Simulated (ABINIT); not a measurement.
# Quasiparticle gap of GaAs (F-43m) in ABINIT, part 3 of 3

Wanted: ground state, empty states, screening and self-energy for GaAs (F-43m).

ABINIT 10.8.3; PBE and many-body steps on it, plane waves. Known limits of the many-body steps: not at the basis limit; exchange with frozen shells missing; screening runs away on this mesh; no spin-orbit coupling; coarse k mesh.

So far. Step 4 (Empty states on the mesh, 4×4×4 mesh, 75 bands): On this mesh the gap is 0.513 eV. Step 5 (Screening, 4×4×4 mesh, 69 bands, screening to 130.6 eV): Local fields lower ε∞ by 6 %. The value itself is an artefact of the mesh, where one narrow direct gap carries too much weight.

## 6. Self-energy, 4×4×4 mesh, 69 bands, screening to 130.6 eV

The self-energy is evaluated for the states that the input lists, and the levels follow from it, in one-shot runs by the linearised quasiparticle equation.

This step: G0W0 on PBE, plane waves, norm-conserving pseudopotentials.

run.abi reads:

```
acell 3*1.0 Angstrom
rprim 
  0.000000000000 2.826850000000 2.826850000000
  2.826850000000 0.000000000000 2.826850000000
  2.826850000000 2.826850000000 0.000000000000
ntypat 2
znucl 31 33
natom 2
typat 1 2
xred 
  0.000000000000 0.000000000000 0.000000000000
  0.250000000000 0.250000000000 0.250000000000
pp_dirpath "pseudos"
pseudos "Ga.upf, As.upf"
ecut 38
ngkpt 4 4 4
nshiftk 1
shiftk 0 0 0
kptopt 1
chksymbreak 0
istwfk *1
occopt 1
irdwfk 1
optdriver 4
nband 69
gwcalctyp 0
ecutsigx 38
symsigma 1
nkptgw 1
kptgw 
  0.0000000000 0.0000000000 0.0000000000
bdgw 
  12 18
ecuteps 4.8
irdscr 1
ppmodel 1
indata_prefix "in"
outdata_prefix "out"
tmpdata_prefix "tmp"
```

Started as:

```
> OMP_NUM_THREADS=1 mpirun -n 4 abinit run.abi > log
```

Numbers of over 12 decimals in the logs are rounded to 6 here.

The log of the run:

```text
.Version 10.8.3 of ABINIT. v10.8.2 released Aug 2026.

 Symmetries : space group F-4 3 m (#216); Bravais cF (face-center cubic)
[... echo of the input left out ...]
== DATASET  1 ==================================================================
-   mpi_nproc: 4, omp_nthreads: 1 (-1 if OMP is not activated)

--- !DatasetInfo
iteration_state: {dtset: 1, }
dimensions: {natom: 2, nkpt: 8, mband: 69, nsppol: 1, nspinor: 1, nspden: 1, mpw: 3479, }
cutoff_energies: {ecut:  38.0, pawecutdg:  -1.0, }
electrons: {nelect:   2.80000000E+01, charge:   0.00000000E+00, occopt:   1.00000000E+00, tsmear:   1.00000000E-02, }

 SIGMA: Calculation of the GW corrections

 Based on a program developped by R.W. Godby, V. Olevano, G. Onida, and L. Reining.
 Incorporated in ABINIT by V. Olevano, G.-M. Rignanese, and M. Torrent.
.Using double precision arithmetic ; gwpc =  8

[... cell and pseudopotentials left out ...]
--------------------------------------------------------------------------------

 ==== K-mesh for the wavefunctions ====
 Number of points in the irreducible wedge :     8
[... list of points left out ...]
 Together with 24 symmetry operations and time-reversal symmetry
 yields    64 points in the full Brillouin Zone.

 ==== Q-mesh for screening function ====
 Number of points in the irreducible wedge :     8
[... list of points left out ...]
 Together with 24 symmetry operations and time-reversal symmetry
 yields    64 points in the full Brillouin Zone.

 vcoul_init : cutoff-mode = AUXILIARY_FUNCTION
 q-points for optical limit:   1
     1)      0.000010    0.000020    0.000030
 setmesh: FFT mesh size selected  =    45x   45x   45
          total number of points  =        91125

 Number of electrons calculated from density =   28.0000; Expected =   28.0000
 average of density, n =  0.091838
 r_s =    1.3750
 omega_plasma =   29.2326 [eV]

 === KS Band Gaps ===
  >>>> For spin  1
   Minimum direct gap =   0.5137 [eV], located at k-point      :   0.0000  0.0000  0.0000
   Fundamental gap    =   0.5137 [eV], Top of valence bands at :   0.0000  0.0000  0.0000
                                       Bottom of conduction at :   0.0000  0.0000  0.0000
 SIGMA fundamental parameters:
 PLASMON POLE MODEL  1
 number of plane-waves for SigmaX                 3479
 number of plane-waves for SigmaC and W            169
 number of plane-waves for wavefunctions          3479
 number of bands                                    69
 number of independent spin polarizations            1
 number of spinorial components                      1
 number of k-points in IBZ                           8
 number of q-points in IBZ                           8
 number of symmetry operations                      24
 number of k-points in BZ                           64
 number of q-points in BZ                           64
 number of frequencies for dSigma/dE                 9
 frequency step for dSigma/dE [eV]                0.25
 number of omega for Sigma on real axis              0
 max omega for Sigma on real axis  [eV]           0.00
 zcut for avoiding poles [eV]                     0.10

 EPSILON^-1 parameters (SCR file):
 dimension of the eps^-1 matrix on file            169
 dimension of the eps^-1 matrix used               169
 number of plane-waves for wavefunctions          3479
 number of bands                                    69
 number of q-points in IBZ                           8
 number of frequencies                               2
 number of real frequencies                          1
 number of imag frequencies                          1

 matrix elements of self-energy operator (all in [eV])

 Perturbative Calculation

--- !SelfEnergy_ee
iteration_state: {dtset: 1, }
kpoint     : [   0.000,    0.000,    0.000, ]
spin       : 1
KS_gap     :    0.514
QP_gap     :    1.156
Delta_QP_KS:    0.642
data: !SigmaeeData |
     Band     E0 <VxcDFT>   SigX SigC(E0)      Z dSigC/dE  Sig(E)    E-E0       E
       12   4.024 -13.358 -15.769   1.610   0.795  -0.257 -13.995  -0.637   3.387
       13   4.024 -13.358 -15.769   1.610   0.795  -0.257 -13.995  -0.637   3.387
       14   4.024 -13.358 -15.769   1.610   0.795  -0.257 -13.995  -0.637   3.387
       15   4.538 -13.901 -10.298  -3.596   0.797  -0.255 -13.895   0.005   4.543
       16   7.763 -10.841  -6.854  -3.972   0.798  -0.253 -10.829   0.012   7.775
       17   7.763 -10.841  -6.854  -3.972   0.798  -0.253 -10.829   0.012   7.775
       18   7.763 -10.841  -6.854  -3.972   0.798  -0.253 -10.829   0.012   7.775

== END DATASET(S) ==============================================================
================================================================================

 -outvars: echo values of variables after computation  --------
           etotal      0.0000000000E+00
            nband          69
             nkpt           8
          spgroup         216
 [... the other variables as echoed above ...]

 Calculation completed.
```

Wall time 12 s (4 MPI ranks of Intel Xeon at 2.80GHz (Skylake/Cascade Lake), shared host); peak memory 0.59 GiB.

This step gave:

```yaml
g0w0_gap_on_the_points_computed: 1.156 eV
starting_gap_on_the_mesh: 0.5135 eV
k_of_the_valence_top: 0, 0, 0
k_of_the_conduction_bottom: 0, 0, 0
z_at_the_valence_top: 0.795
z_at_the_conduction_bottom: 0.797
least_direct_g0w0_gap_on_the_computed_points: 1.156 eV
```

The gap on the mesh goes from 0.51 eV to 1.16 eV, a correction of +0.64 eV.

Limits: finite bands, cutoff and mesh; exchange with frozen shells missing; no spin-orbit coupling; coarse k mesh. v1 is the top filled band, c1 the lowest empty one. The levels before and after the correction (eV, zero at the valence-band top of each column):

```csv
,conduction bottom,valence top
Kohn-Sham,0.51,0.00
G0W0,1.16,0.00
```

```csv
,level,energy (eV)
Kohn-Sham,Γ v3-v1,0.000
Kohn-Sham,Γ c1,0.513
Kohn-Sham,Γ c2-c4,3.739
G0W0,Γ v3-v1,0.000
G0W0,Γ c1,1.156
G0W0,Γ c2-c4,4.388
```

## 7. Where the time went

Times are wall times on 4 MPI ranks of Intel Xeon at 2.80GHz (Skylake/Cascade Lake), shared host, good to a factor of about two.

```csv
step,time,share,memory (GiB)
ground state,45 s,21 %,0.34
bands along the symmetry lines,46 s,22 %,0.33
empty states on the mesh,53 s,25 %,0.32
screening,57 s,27 %,0.75
self-energy,12 s,6 %,0.59
```

## 8. Results

```yaml
pbe_gap: 0.51 eV, direct
g0w0_gap_on_the_mesh: 1.16 eV
gw_settings: 4×4×4 mesh, 69 bands, screening to 130.6 eV, Godby-Needs plasmon pole
known_limits: not at the basis limit; exchange with frozen shells missing; screening runs away on this mesh; no spin-orbit coupling; coarse k mesh
```

G0W0 moves the gap on the mesh from 0.51 eV to 1.16 eV (+0.64 eV), with Z of 0.80 and 0.80 at the edges. Local fields lower the RPA ε∞ on this mesh from 147.82 to 138.63; a Γ-centred mesh this coarse tends to raise both, most where the direct gap is narrow, while a short band sum lowers them. Only 1 of the mesh's irreducible points was corrected, so a valley elsewhere could overtake. Bands and cutoff are finite, so the gap is not at the basis limit. The miss can reach some tenths of an eV and take either sign; the mesh is an error of its own. In the G0W0 run levels were corrected at 1 k point alone, so a gap called «on the mesh» is the least over those, and an edge elsewhere would be missed. The 4×4×4 mesh is coarse for this cell, which bears on the long-range parts of exchange and screening. The norm-conserving file of at least one element keeps a d shell over frozen s and p shells of the same row. Exchange with those shells is missing from the self-energy, an error of 0.3 to 0.9 eV in cases checked, whose sign depends on which edge lies on those atoms. On this mesh the RPA ε∞ passes 90, more than nearly any semiconductor shows; a coarse mesh does this where one point with a narrow direct gap carries much weight. The screening is then too strong, and the G0W0 gap should not be taken as the material's. The many-body steps are scalar-relativistic: spin-orbit coupling is not in them.

[Paths, hosts, dates, memory and timing lines, banners, echoed tables and standing remarks are left out of the program output.]

[Logs are printed without paths, hosts, clocks, repeated set-up lines and the standing remarks that a program may print on its own settings, such as how far it seeks lower states.]

[Runs of the session that timed out or met a known fault of the program may be left out.]

[No measured gap is set beside runs whose start may be inverted or whose files or cutoffs have a known fault.]

[Hosts, paths, dates, database ids (printed as entryN), source tags and the programs' standing remarks are cut or masked in the printed files.]

[G0W0 gaps are taken among the corrected bands and points alone; a level outside them can change the order at an edge.]

[Where Ansatz stands beside ABINIT at settings called matched, ABINIT's density can come from a denser mesh and the files from another edition; pairs whose starting gaps differed by over 0.03 eV were left out, so agreement reads better than it is.]
